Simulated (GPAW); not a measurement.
**STM contrast on O/Al(110)**

Aim: Tersoff-Hamann images of O/Al(110) at several biases.

Program: GPAW 26.7.0. Level of theory: GPAW, PAW setups; slab in vacuum, relaxation, in the first sound run; inputs show where later runs differ. Results are calculated unless marked as measured.

## Step 1: The structure

The cell holds 6 atoms: 5 Al and 1 O. Cell: a = 4.050 Å, b = 2.864 Å, c = 24.228 Å, α = 90.0°, β = 90.0°, γ = 90.0°. Vacuum lies along c.

## Step 2: Relaxing the atoms

The atoms are relaxed first, since the surface dipole, and with it the work function, follows the positions of the outer layers. The lowest 2 atoms are held at bulk positions and keep their forces.

Input file run.py:

```python
import json
import numpy as np
from ase import Atoms
from ase.constraints import FixAtoms
from ase.optimize import BFGS
from gpaw import GPAW, PW

slab = Atoms(
    ['Al', 'Al', 'Al', 'Al', 'Al', 'O'],
    positions=[
        [0.00000, 0.00000, 9.00000],
        [2.02500, 1.43189, 10.43189],
        [0.00000, 0.00000, 11.86378],
        [2.02500, 1.43189, 13.29567],
        [0.00000, 0.00000, 14.72756],
        [2.02500, 0.00000, 15.22756]],
    cell=[[4.05, 0.0, 0.0], [0.0, 2.86378, 0.0], [0.0, 0.0, 24.22756]],
    pbc=[True, True, False])

slab.calc = GPAW(mode=PW(500), xc='PBE', kpts={'size': (8, 11, 1), 'gamma': True},
                 occupations={'name': 'fermi-dirac', 'width': 0.1}, nbands='200%',
                 convergence={'density': 1e-05}, maxiter=200,
                 poissonsolver={'dipolelayer': 'xy'},
                 symmetry={'tolerance': 1e-3, 'extra_ids': [1, 1, 0, 0, 0, 0]}, txt='slab.txt')
result = {}
slab.set_constraint(FixAtoms([0, 1]))
path = []
opt = BFGS(slab, maxstep=0.2)
opt.attach(lambda: path.append((slab.get_potential_energy(), slab.positions.tolist(), slab.get_forces().tolist())))
result['relaxed'] = bool(opt.run(fmax=0.03, steps=40))
result['path'] = path
energy = slab.get_potential_energy()
fermi = slab.calc.get_fermi_level()
v = slab.calc.get_electrostatic_potential().mean((0, 1)) - fermi
n = slab.calc.get_pseudo_density().mean((0, 1))
L = slab.cell[2, 2]
z = np.arange(len(v)) * L / len(v)
low, high = slab.positions[:, 2].min(), slab.positions[:, 2].max()
below, above = np.interp([low - 6.8, high + 6.8], z, v)
slopes = [np.interp(x, z, np.gradient(v, z)) for x in (low - 6.8, high + 6.8)]
eps = np.array([[slab.calc.get_eigenvalues(k, s) for k in range(len(slab.calc.get_ibz_k_points()))]
                for s in range(slab.calc.get_number_of_spins())]) - fermi
top, bottom = eps[eps < 0].max(), eps[eps > 0].min()
dipole = slab.get_dipole_moment()[2]
print(f'energy {energy:.4f} eV, Fermi level {fermi:.4f} eV, dipole {dipole:.5f} e A')
print(f'potential 6.8 A off the faces, from the Fermi level: lower {below:.4f} eV, upper {above:.4f} eV')
print(f'slope of the potential there: lower {slopes[0]:.5f}, upper {slopes[1]:.5f} eV/A')
print(f'nearest levels on the mesh: {top:.4f} and {bottom:.4f} eV')
print('magnetic moment', round(slab.get_magnetic_moment(), 3))
result.update(energy=energy, fermi=fermi, dipole=dipole, below=below, above=above, slopes=slopes, edges=[top, bottom],
              z=z.tolist(), v=v.tolist(), n=n.tolist(), positions=slab.positions.tolist(),
              forces=slab.get_forces(apply_constraint=False).tolist(), moments=slab.get_magnetic_moments().tolist())
json.dump(result, open('result.json', 'w'))
```

Run with:

```sh
$ OMP_NUM_THREADS=1 OPENBLAS_NUM_THREADS=1 python run.py
```

What it wrote:

```text
Step          Energy          fmax
BFGS:    0      -24.462969        2.269423
BFGS:    1      -24.575210        2.379150
BFGS:    2      -25.174755        2.034023
BFGS:    3      -25.500686        0.767414
BFGS:    4      -25.518175        0.985419
BFGS:    5      -25.587071        1.149681
BFGS:    6      -25.660554        0.568745
BFGS:    7      -25.652115        0.870437
BFGS:    8      -25.688387        0.508643
BFGS:    9      -25.693181        0.492456
BFGS:   10      -25.724192        0.211664
BFGS:   11      -25.727502        0.146341
BFGS:   12      -25.728743        0.088636
BFGS:   13      -25.728965        0.085609
BFGS:   14      -25.729631        0.094025
BFGS:   15      -25.730742        0.140618
BFGS:   16      -25.732661        0.156057
BFGS:   17      -25.734283        0.095289
BFGS:   18      -25.734749        0.020823
energy -25.6994 eV, Fermi level -0.2787 eV, dipole 0.00435 e A
potential 6.8 A off the faces, from the Fermi level: lower 3.8966 eV, upper 3.8288 eV
slope of the potential there: lower -0.00001, upper 0.00038 eV/A
nearest levels on the mesh: -0.0443 and 0.0229 eV
magnetic moment 0.0
```

Run time: 21 min. Hardware: 1 thread of Arm Neoverse V2, shared host; peak memory 0.33 GiB.

The steps of the relaxation:

| step | energy less that of the first step (eV) | largest force (eV/Å) |
| --- | --- | --- |
| 1 | 0.0000 | 2.2694 |
| 2 | -0.1138 | 2.3792 |
| 3 | -0.7273 | 2.0340 |
| 4 | -1.0566 | 0.7674 |
| 5 | -1.0732 | 0.9854 |
| 6 | -1.1395 | 1.1497 |
| 7 | -1.2130 | 0.5687 |
| 8 | -1.2042 | 0.8704 |
| 9 | -1.2414 | 0.5086 |
| 10 | -1.2461 | 0.4925 |
| 11 | -1.2760 | 0.2117 |
| 12 | -1.2791 | 0.1463 |
| 13 | -1.2802 | 0.0886 |
| 14 | -1.2804 | 0.0856 |
| 15 | -1.2811 | 0.0940 |
| 16 | -1.2823 | 0.1406 |
| 17 | -1.2845 | 0.1561 |
| 18 | -1.2863 | 0.0953 |
| 19 | -1.2869 | 0.0208 |

The atoms that moved most (Å):

| atom | dx | dy | dz | length |
| --- | --- | --- | --- | --- |
| O6 | 0.000 | 0.000 | -0.777 | 0.777 |
| Al5 | 0.000 | 0.000 | 0.200 | 0.200 |
| Al4 | 0.000 | 0.000 | -0.078 | 0.078 |
| Al3 | 0.000 | 0.000 | -0.052 | 0.052 |

The relaxed structure:

```xyz
6
Lattice="4.0500 0.0000 0.0000 0.0000 2.8638 0.0000 0.0000 0.0000 24.2276" Properties=species:S:1:pos:R:3
Al    0.0000    0.0000    9.0000
Al    2.0250    1.4319   10.4319
Al    0.0000    0.0000   11.8117
Al    2.0250    1.4319   13.2182
Al    0.0000    0.0000   14.9279
O     2.0250    0.0000   14.4506
```

Numbers from this step:

```
dipole along the normal                    : 0.004349 e·Å
levels nearest the Fermi level on the mesh : -0.04430, 0.02287 eV from the Fermi level
upper work function                        : 3.829 eV
lower work function                        : 3.897 eV
```

The electrostatic potential energy of an electron (without an applied field's), less the Fermi level, planar mean oscillates, so the rows of the table below give means over windows of 1.36 Å about each position, cut where the curve ends. Its maxima inside the range that stand out by 2 % of the span (Å: eV): 9.7: -5.03, 11.1: -5.63, 12.5: -5.29, 13.9: -4.93. Its minima: 9.0: -8.96, 10.5: -9.45, 11.8: -9.48, 13.2: -9.67, 14.5: -13.8.

Table of electrostatic potential energy of an electron (without an applied field's), less the Fermi level, planar mean by z; means over each step:

| z (Å) | electrostatic potential energy of an electron (without an applied field's), less the Fermi level, planar mean (eV) |
| --- | --- |
| 0.68 | 3.89 |
| 2.04 | 3.90 |
| 3.40 | 3.90 |
| 4.76 | 3.90 |
| 6.12 | 3.86 |
| 7.48 | 2.77 |
| 8.84 | -5.72 |
| 10.20 | -7.24 |
| 11.56 | -7.46 |
| 12.92 | -7.39 |
| 14.28 | -9.30 |
| 15.64 | -2.07 |
| 17.00 | 3.51 |
| 18.36 | 3.82 |
| 19.72 | 3.83 |
| 21.08 | 3.83 |
| 22.44 | 3.83 |
| 23.80 | 3.83 |

The pseudo valence density, planar mean oscillates, so the rows of the table below give means over windows of 1 Å about each position, cut where the curve ends. Its maxima inside the range that stand out by 2 % of the span (Å: e/Å³): 9.9: 0.201, 11.0: 0.205, 12.4: 0.213, 14.5: 0.707. Its minima: 10.5: 0.154, 11.8: 0.155, 13.2: 0.131.

Pseudo valence density, planar mean against z; means over each step:

z (Å), pseudo valence density, planar mean (e/Å³) and a bar:
```
        5      0.000 
        6      0.001 
        7      0.010 #
        8      0.069 #####
        9      0.137 #########
       10      0.184 #############
       11      0.191 #############
       12      0.184 ############
       13      0.169 ###########
       14      0.442 ##############################
       15      0.351 ########################
       16      0.063 ####
       17      0.008 #
       18      0.001 
       19      0.000
```

The relaxation lowered the energy of the cell by 1.29 eV (energies extrapolated to zero smearing; the optimiser's log prints free energies). The largest force left on a free atom is 0.021 eV/Å.

## Step 3: The slab's potential

With the geometry fixed, the planar mean of the potential gives the vacuum level on each side.

This step: GPAW, PAW setups; slab in vacuum (GPAW 26.7.0).

run.py: that of step 2 with these lines changed.

```diff
@@ -3,4 +3,3 @@
 from ase import Atoms
-from ase.constraints import FixAtoms
-from ase.optimize import BFGS
+from ase.dft.stm import STM
 from gpaw import GPAW, PW
@@ -12,6 +11,6 @@
         [2.02500, 1.43189, 10.43189],
-        [0.00000, 0.00000, 11.86378],
-        [2.02500, 1.43189, 13.29567],
-        [0.00000, 0.00000, 14.72756],
-        [2.02500, 0.00000, 15.22756]],
+        [0.00000, 0.00000, 11.81173],
+        [2.02500, 1.43189, 13.21816],
+        [0.00000, 0.00000, 14.92786],
+        [2.02500, -0.00000, 14.45060]],
     cell=[[4.05, 0.0, 0.0], [0.0, 2.86378, 0.0], [0.0, 0.0, 24.22756]],
@@ -23,10 +22,4 @@
                  poissonsolver={'dipolelayer': 'xy'},
-                 symmetry={'tolerance': 1e-3, 'extra_ids': [1, 1, 0, 0, 0, 0]}, txt='slab.txt')
+                 symmetry={'tolerance': 1e-3}, txt='slab.txt')
 result = {}
-slab.set_constraint(FixAtoms([0, 1]))
-path = []
-opt = BFGS(slab, maxstep=0.2)
-opt.attach(lambda: path.append((slab.get_potential_energy(), slab.positions.tolist(), slab.get_forces().tolist())))
-result['relaxed'] = bool(opt.run(fmax=0.03, steps=40))
-result['path'] = path
 energy = slab.get_potential_energy()
@@ -52,2 +45,16 @@
               forces=slab.get_forces(apply_constraint=False).tolist(), moments=slab.get_magnetic_moments().tolist())
+
+# Images need the states of the whole zone, up to time reversal
+slab.calc = slab.calc.fixed_density(symmetry={'point_group': False}, txt='states.txt', nbands='320%',
+                                    convergence={'bands': 'CBM+2.3'})
+stm = STM(slab)
+result['stm'] = []
+for bias in [-1.5, 2.0]:
+    height = high + 3.5
+    current = stm.get_averaged_current(bias, height)
+    x, y, h = stm.scan(bias, current)
+    i, f = divmod(height / L * stm.ldos.shape[2], 1)
+    I = abs((1 - f) * stm.ldos[:, :, int(i)] + f * stm.ldos[:, :, int(i) + 1])
+    print(f'bias {bias} V: mean current at 3.5 A {current:.4e}, corrugation {np.ptp(h):.4f} A')
+    result['stm'].append(dict(bias=bias, current=current, h=(h - high).tolist(), I=I.tolist()))
 json.dump(result, open('result.json', 'w'))
```

What it wrote:

```text
energy -25.6994 eV, Fermi level -0.2787 eV, dipole 0.00436 e A
potential 6.8 A off the faces, from the Fermi level: lower 3.8966 eV, upper 3.8288 eV
slope of the potential there: lower -0.00001, upper 0.00038 eV/A
nearest levels on the mesh: -0.0443 and 0.0229 eV
magnetic moment 0.0
bias -1.5 V: mean current at 3.5 A 4.8159e-05, corrugation 0.3666 A
bias 2.0 V: mean current at 3.5 A 4.8576e-04, corrugation 0.4475 A
```

Run time: 2.7 min. Hardware: 1 thread; peak memory 0.62 GiB.

Numbers from this step:

| Quantity | Value |
| --- | --- |
| dipole along the normal | 0.004356 e·Å |
| corrugation -1.5 | 0.3666 Å |
| corrugation 2 | 0.4475 Å |

The electrostatic potential energy of an electron (without an applied field's), less the Fermi level, planar mean oscillates, so the rows of the table below give means over windows of 1.36 Å about each position, cut where the curve ends. Its maxima inside the range that stand out by 2 % of the span (Å: eV): 9.7: -5.03, 11.1: -5.63, 12.5: -5.29, 13.9: -4.93. Its minima: 9.0: -8.96, 10.5: -9.45, 11.8: -9.48, 13.2: -9.67, 14.5: -13.8.

Electrostatic potential energy of an electron (without an applied field's), less the Fermi level, planar mean against z; means over each step:

(Unchanged from step 2.)

The pseudo valence density, planar mean oscillates, so the rows of the table below give means over windows of 0.5 Å about each position, cut where the curve ends. Its maxima inside the range that stand out by 2 % of the span (Å: e/Å³): 9.88: 0.201, 11.05: 0.205, 12.40: 0.213, 14.54: 0.707. Its minima: 10.47: 0.154, 11.82: 0.155, 13.18: 0.131.

Pseudo valence density, planar mean against z; means over each step:

z (Å), pseudo valence density, planar mean (e/Å³) and a bar:
```
      5.0      0.000 
      5.5      0.000 
      6.0      0.001 
      6.5      0.003 
      7.0      0.009 
      7.5      0.026 #
      8.0      0.068 ###
      8.5      0.114 #####
      9.0      0.128 ######
      9.5      0.183 ########
     10.0      0.190 #########
     10.5      0.167 ########
     11.0      0.199 #########
     11.5      0.181 ########
     12.0      0.178 ########
     12.5      0.207 ##########
     13.0      0.160 #######
     13.5      0.183 ########
     14.0      0.440 ####################
     14.5      0.649 ##############################
     15.0      0.312 ##############
     15.5      0.132 ######
     16.0      0.059 ###
     16.5      0.022 #
     17.0      0.007 
     17.5      0.002 
     18.0      0.001 
     18.5      0.000 
     19.0      0.000
```

Tip height over the top atom over a1 and a2. Sample bias -1.5 V, constant current at the mean current 3.5 Å over the top atom.

Values in Å, 15 rows by 16 columns, each cell a mean:
```
3.64 3.63 3.60 3.55 3.49 3.43 3.35 3.29 3.28 3.30 3.37 3.44 3.51 3.57 3.61 3.63
3.64 3.63 3.60 3.55 3.49 3.43 3.35 3.29 3.28 3.31 3.37 3.44 3.50 3.57 3.61 3.63
3.64 3.63 3.60 3.55 3.49 3.43 3.35 3.29 3.28 3.30 3.38 3.44 3.50 3.56 3.61 3.63
3.64 3.62 3.60 3.55 3.49 3.43 3.35 3.29 3.27 3.30 3.37 3.44 3.50 3.57 3.60 3.63
3.63 3.62 3.60 3.55 3.48 3.42 3.35 3.29 3.27 3.30 3.37 3.44 3.50 3.56 3.60 3.63
3.63 3.62 3.60 3.55 3.48 3.42 3.35 3.29 3.28 3.30 3.37 3.43 3.50 3.57 3.61 3.63
3.63 3.62 3.60 3.55 3.48 3.42 3.35 3.30 3.28 3.31 3.37 3.43 3.50 3.57 3.61 3.62
3.63 3.62 3.60 3.55 3.48 3.42 3.35 3.30 3.28 3.31 3.37 3.43 3.50 3.57 3.61 3.62
3.63 3.62 3.60 3.55 3.48 3.42 3.35 3.29 3.28 3.30 3.37 3.43 3.50 3.57 3.61 3.63
3.63 3.62 3.60 3.55 3.48 3.42 3.35 3.29 3.27 3.30 3.37 3.44 3.50 3.56 3.60 3.63
3.64 3.62 3.60 3.55 3.49 3.43 3.35 3.29 3.27 3.30 3.37 3.44 3.50 3.57 3.60 3.63
3.64 3.63 3.60 3.55 3.49 3.43 3.35 3.29 3.28 3.30 3.38 3.44 3.50 3.56 3.61 3.63
3.64 3.63 3.60 3.55 3.49 3.43 3.35 3.29 3.28 3.31 3.37 3.44 3.50 3.57 3.61 3.63
3.64 3.63 3.60 3.55 3.49 3.43 3.35 3.29 3.28 3.30 3.37 3.44 3.51 3.57 3.61 3.63
3.64 3.63 3.60 3.55 3.49 3.43 3.35 3.29 3.28 3.30 3.38 3.45 3.51 3.57 3.61 3.63
```
Columns: a1 from 0 to 0.952; rows upwards: a2 from 0 to 0.933.

Local density of states summed over the bias window over a1 and a2. Sample bias -1.5 V, constant height 3.5 Å over the top atom.

Ten even steps from '0' (3.08 × 1e-5 arbitrary) to '9' (6.74 × 1e-5 arbitrary):
```
998765321000012356789
998764321000012346789
998764321000012346789
998764321000012346789
998764321000012346789
998764321000012346789
998764321000012346789
998764321000012346789
998764321000012346789
998764321000012346789
998764321000012346789
998764321000012346789
998764321000012346789
998765321000012356789
998765321000012356789
```
Columns: a1 from 0 to 0.952; rows upwards: a2 from 0 to 0.933.

Tip height over the top atom over a1 and a2. Sample bias 2 V, constant current at the mean current 3.5 Å over the top atom.

Ten even steps from '0' (3.23 Å) to '9' (3.68 Å):
```
999887543211234578899
999876543211234567899
999876542111124567899
998876532100123567889
888765432100123456788
888765431000013456788
887765421000012456778
887765421000012456778
888765431000013456788
888765432100123456788
998876532100123567889
999876542111124567899
999876543211234567899
999887543211234578899
999887543211234578899
```
Columns: a1 from 0 to 0.952; rows upwards: a2 from 0 to 0.933.

Local density of states summed over the bias window over a1 and a2. Sample bias 2 V, constant height 3.5 Å over the top atom.

Ten even steps from '_' (3.34 × 1e-4 arbitrary) to '@' (6.86 × 1e-4 arbitrary):
```
@@@@%%##**++==::....____....::==++**##%%@@
@@@@%%##**++--::....____....::--++**##%%@@
%%%%%%##**==--::..________..::--==**##%%%%
%%%%##**++==--::..________..::--==++**##%%
####****++==::....________....::==++****##
##****++==--::..____________..::--==++****
******++==--::..____________..::--==++****
******++==--::..____________..::--==++****
##****++==--::..____________..::--==++****
####****++==::....________....::==++****##
%%%%##**++==--::..________..::--==++**##%%
%%%%%%##**==--::..________..::--==**##%%%%
@@@@%%##**++--::....____....::--++**##%%@@
@@@@%%##**++==::....____....::==++**##%%@@
@@@@@@##**++==::....____....::==++**##@@@@
```
Columns: a1 from 0 to 0.952; rows upwards: a2 from 0 to 0.933.

Force by atom:

| atom | x (eV/Å) | y (eV/Å) | z (eV/Å) | size |
| --- | --- | --- | --- | --- |
| Al1 | 0.000 | 0.000 | 0.268 | 0.268 |
| Al2 | 0.000 | 0.000 | -0.156 | 0.156 |
| Al3 | 0.000 | 0.000 | -0.002 | 0.002 |
| Al4 | 0.000 | 0.000 | -0.021 | 0.021 |
| Al5 | 0.000 | 0.000 | 0.004 | 0.004 |
| O6 | 0.000 | 0.000 | 0.008 | 0.008 |

The potential is flat to 3.8e-4 eV/Å where it is read, so the vacuum is wide enough.

## Step 4: A changed run

One more run, with changed settings.

run.py: that of step 3 with these lines changed.

```diff
@@ -3,3 +3,2 @@
 from ase import Atoms
-from ase.dft.stm import STM
 from gpaw import GPAW, PW
@@ -20,3 +19,3 @@
                  occupations={'name': 'fermi-dirac', 'width': 0.1}, nbands='200%',
-                 convergence={'density': 1e-05}, maxiter=200,
+                 convergence={'density': 1e-05}, maxiter=6,
                  poissonsolver={'dipolelayer': 'xy'},
@@ -45,16 +44,2 @@
               forces=slab.get_forces(apply_constraint=False).tolist(), moments=slab.get_magnetic_moments().tolist())
-
-# Images need the states of the whole zone, up to time reversal
-slab.calc = slab.calc.fixed_density(symmetry={'point_group': False}, txt='states.txt', nbands='320%',
-                                    convergence={'bands': 'CBM+2.3'})
-stm = STM(slab)
-result['stm'] = []
-for bias in [-1.5, 2.0]:
-    height = high + 3.5
-    current = stm.get_averaged_current(bias, height)
-    x, y, h = stm.scan(bias, current)
-    i, f = divmod(height / L * stm.ldos.shape[2], 1)
-    I = abs((1 - f) * stm.ldos[:, :, int(i)] + f * stm.ldos[:, :, int(i) + 1])
-    print(f'bias {bias} V: mean current at 3.5 A {current:.4e}, corrugation {np.ptp(h):.4f} A')
-    result['stm'].append(dict(bias=bias, current=current, h=(h - high).tolist(), I=I.tolist()))
 json.dump(result, open('result.json', 'w'))
```

What it wrote:

```text
gpaw.KohnShamConvergenceError
```

Wall time 35 s (1 thread); peak memory 0.31 GiB.

The run stopped without converging, so none of its numbers is a property of the system.

The fault put into the input: too few SCF iterations (maxiter = 6).

## Step 5: Results

- work function, upper and lower face: 3.829 and 3.897 eV
- dipole along the normal: 0.00436 e Å
- corrugation at -1.5 V: 0.367 Å
- corrugation at 2 V: 0.447 Å

What this shows: The corrugation at constant current is largest at 2 V, where the tip height varies by 0.45 Å over the cell. Negative sample bias images filled states, positive bias empty ones. The two faces differ by 0.068 eV, the step that the slab's dipole makes (e p/(ε0 A) gives 0.068 eV), so the dipole layer is needed. The images are of Tersoff-Hamann type: an s-wave tip, no tip-sample forces, heights closer than in a microscope. The cell of 11.6 Å² holds one O, started on one chosen site; other sites and coverages weren't tried. The in-plane lattice was kept as typed, which isn't the functional's own and leaves some strain; spin-orbit coupling and temperature are left out.

[Logs are printed without paths, hosts, clocks, repeated set-up lines and the standing remarks that a program may print on its own settings, such as how far it seeks lower states.]

[Hosts, paths, dates, database ids (printed as entryN), source tags and the programs' standing remarks are cut or masked in the printed files.]
